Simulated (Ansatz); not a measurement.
# Ba2PF (model structure): optical spectrum from first principles, part 2 of 2

Aim: the dielectric function of Ba2PF (model structure), and the optical constants that follow from it. The structure is a model built here, which may or may not match a known phase. It was built so: All N replaced by P in the R-3m structure of Ba2NF. The cell given below was relaxed beforehand with Ansatz.

Ansatz 0.2.0; DFT, PBE, plane-wave PAW, default files, scalar-relativistic, independent-particle optical response without local fields.

So far, electronic dielectric constant ε∞, mean over x, y and z (by symmetry where fewer were run): step 3 (spectrum) 7.08.

## (4) Static response with local fields

Perturbation theory gives the static response with local fields and the functional's kernel, and it needs no empty bands.

This step: DFT, PBE, plane-wave PAW, default files, scalar-relativistic, static field response by perturbation theory with local fields (Ansatz 0.2.0).

input.yaml

```yaml
crystal:
  lattice:
    - [2.2549562619, 1.3018996048, 6.7984488785]
    - [-2.2549562619, 1.3018996048, 6.7984488785]
    - [0.0, -2.6037992097, 6.7984488785]
  atoms:
    - { symbol: Ba, position: [0.2518833611, 0.2518833611, 0.2518833611] }
    - { symbol: Ba, position: [0.7481166389, 0.7481166389, 0.7481166389] }
    - { symbol: P, position: [0.5, 0.5, 0.5] }
    - { symbol: F, position: [0.0, 0.0, 0.0] }
kpoints:
  mp_grid: { grid: [6, 6, 6] }
scf:
  occupations: { method: fixed }
hamiltonian:
  xc: pbe
  pseudopotentials: { kind: paw }
dielectric: {}
```

Command:

```sh
$ ansatz run input.yaml --threads 2 --pin off --max-ram 5120MiB --backend cpu --events-out ev --progress --plain --runs-dir out
```

Numbers of over 12 decimals in the logs are rounded to 6 here.

Output:

```text
[...]
Crystal: 4 atoms, lattice volume = 119.750 Å³
Basis set: ecut = 420 eV, 2345 PW (Γ), exchange–correlation on 100×100×100 points (8 copies of the dense FFT grid, shifted against one another)
Bands: 20, of which v1, the nominal top of the filled ones, is band 16 counted from 1 (15 counted from 0)
Symmetry: 12 space group operations
k-points: 68 of 216 (irreducible under 2 space group operations, time reversal used)
[...]
SCF iter   1: F=—  HF=-13468.428542 eV  |F-HF|=—  |Δ(HF+E_count)|=         —  Δρ=1.16e-3  dr2=1.66e-3  ethr=1.77e-3  ⟨swp⟩=5.4  Hψ=6442  notcnv=0  defer=120
[...]
SCF iter  10: F=-13468.427574 eV  HF=-13468.427574 eV  |F-HF|=1.64e-11  |Δ(HF+E_count)|=  3.78e-10  Δρ=1.55e-7  dr2=4.66e-11  ethr=1.00e-12  ⟨swp⟩=8.1  Hψ=8809  notcnv=0
SCF 1 converged in 10 iterations: F = -13468.427574 eV  dr2 = 4.66e-11
[...]
DFPT response loops at Γ: preconditioner auto → Resta (q_TF=auto, 2.190 Å⁻¹)  ε∞=7.3 (no band partly filled); β = 1.00, the filter's whole step (`scf.mixing.beta` (0.50) is not read by the response loops at its default; to damp them type it under 1.00, their step now; it binds the ground state too); Broyden in place of MSR1
── the response to a field inside a basis, on 8×8×8 k-points: an SCF that follows is theirs, and a resumed run solves both again ──
Bands: 17, of which v1, the nominal top of the filled ones, is band 16 counted from 1 (15 counted from 0)
k-points: 60 of 512
[...]
Eigensolver: Dense (60 Hₖ)
SCF iter   1: F=—  HF=-13468.423881 eV  |F-HF|=—  |Δ(HF+E_count)|=         —  Δρ=2.10e-4  dr2=1.27e-5  ethr=1.00e-1
[...]
SCF iter   4: F=-13468.423878 eV  HF=-13468.423878 eV  |F-HF|=5.30e-9  |Δ(HF+E_count)|=   3.24e-8  Δρ=2.30e-6  dr2=6.08e-9  ethr=1.74e-9
SCF 1 converged in 4 iterations: F = -13468.423878 eV  dr2 = 6.08e-9
[...]
SCF converged after 10 iterations
Free energy (F): -13468.427574 eV
[...]
Internal energy: -13468.427574 eV  (E = F + TS)
E sigma→0 (E₀):  -13468.427574 eV
Fermi energy:    6.868820 eV
[...]
--- Band table (eV; the first three rows and the last of 68) ---
  k-point 0: bands = [... 12 lower, 2.3105, 5.8891, 6.8369, 6.8369, 8.7650, 9.6969, 9.6969, 10.3715]
  k-point 1: bands = [... 12 lower, 2.3729, 6.0299, 6.4348, 6.8358, 9.2415, 9.4658, 10.1275, 10.5677]
  k-point 2: bands = [... 12 lower, 2.4508, 6.1206, 6.4165, 6.8449, 9.0691, 9.5008, 10.2972, 11.0201]
  k-point 67: bands = [... 12 lower, 2.4041, 5.5872, 6.7785, 6.7785, 9.1815, 9.8230, 10.4409, 10.4409]
--- Dielectric response (ions clamped): 3 representative field directions + reference, inside a basis on a mesh of 512 k-points (Σ response iterations 15) ---
  ε∞ (high-frequency dielectric tensor):
        6.408651     0.000000     0.000000
        0.000000     6.408651     0.000000
        0.000000     0.000000     5.253707
  Born effective charges Z* (e; rows j = field, columns β = displacement):
    site 0:
         2.75782   -0.00000   -0.00000
        -0.00000    2.75782    0.00000
        -0.00000    0.00000    2.16706
    site 1:
         2.75782   -0.00000   -0.00000
        -0.00000    2.75782    0.00000
        -0.00000    0.00000    2.16706
    site 2:
        -3.69009    0.00000    0.00000
         0.00000   -3.69009   -0.00000
         0.00000   -0.00000   -2.26274
    site 3:
        -1.82556   -0.00000   -0.00000
         0.00000   -1.82556    0.00000
        -0.00000    0.00000   -2.07139
  Z* charge neutrality: 2.167e-3 e pre-enforcement
  solved inside a basis spanned on kpoints, on 8×8×8 k-points, its susceptibility summed on 10×10×10: ε∞ is read to err by 3.2e-2, Z* by 3.6e-2 e (field_mesh: kpoints solves on kpoints); Z* is corrected for what the basis lacks
```

Run time: 77 s. Hardware: 2 threads of Arm Neoverse V2, shared host; peak memory 1.1 GiB.

This step gave:

* electronic dielectric constant ε∞, mean over x, y and z (by symmetry where fewer were run): 6.024

ε∞ with local fields:

```
6.41 0.00 0.00
0.00 6.41 0.00
0.00 0.00 5.25
```

Diagonal elements. Born, by row:

```tsv
atom	Z*xx (e)	Z*yy (e)	Z*zz (e)
Ba1	2.758	2.758	2.167
Ba2	2.758	2.758	2.167
P3	-3.69	-3.69	-2.263
F4	-1.826	-1.826	-2.071
```

Mean Born charges are Ba +2.56, P -3.21 and F -1.91, against formal valences of +2, -3 and -1. They are far from isotropic: P has -3.69, -3.69 and -2.26 along x, y and z.

## (5) Outcome

| Property | Result |
| --- | --- |
| gap on the path | 1.15 eV |
| least direct gap on the path | 1.18 eV |
| electronic dielectric constant ε∞, mean over x, y and z (by symmetry where fewer were run) (independent particles) | 7.08 |
| absorption onset, first axis (α over 10⁴ cm⁻¹, or the direct gap if that lies higher) | 1.18 eV |
| main peak of Im epsilon, first axis | 5.08 eV |
| centre of weight of the strongest loss peak in the window, first axis | 22.9 eV |
| photocurrent from vertical transitions in a film 500 nm thick on a perfect mirror (two passes), AM1.5G, no front reflection, all carriers collected | 40.7 mA/cm² |
| electronic dielectric constant ε∞, mean over x, y and z (by symmetry where fewer were run) (static response with local fields) | 6.02 |

**Reading.** At this level (PBE, independent particles) Ba2PF has a mean ε∞ = 7.08 (6.02 with local fields) and n = 2.78 at 1550 nm (E ∥ x); absorption sets in near 1.2 eV, and Im ε peaks at 5.1 eV (E ∥ x). The gap on the path, 1.15 eV, is indirect by a hair: the least direct gap lies 33 meV higher. Lines 0.2 eV wide carry a tail of absorption under the direct gap, past the threshold already at 1.09 eV. Absorption passes 10⁴ cm⁻¹ from the direct gap on, 1.18 eV, in the infrared, so it absorbs across the visible. The strongest loss structure up to 26 eV has its centre of weight at 22.9 eV; a free-electron gas of the 26.9 electrons in the f-sum would put its plasmon at 17.6 eV. The f-sum over the summed bands holds 26.9 of the cell's 32 electrons outside the frozen cores, 18 of which lie in bands more than 12 eV below the Fermi level, whose transitions come at higher energies. Up to 26 eV the strength has a mean oscillator energy of 6.9 eV, well above the main peak, so higher transitions carry much of it. In reflection the computed colour is grey: x = 0.310, y = 0.334, luminous reflectivity 27 %. With local fields and the functional's kernel the static response is 6.02 against 7.08 for independent particles (-15 %). In the base spectrum excitons and phonon-assisted transitions are missing, and so are local fields; PBE gaps are as a rule too small, which pulls the onset down and ε∞ up. In the base run ε includes the program's bounded estimate of what the bands above those summed add. Spin-orbit coupling is left out although heavy atoms are present.

[Logs are printed without paths, hosts, clocks, repeated set-up lines and the standing remarks that a program may print on its own settings, such as how far it seeks lower states.]

[Hosts, paths, dates, database ids (printed as entryN), source tags and the programs' standing remarks are cut or masked in the printed files.]
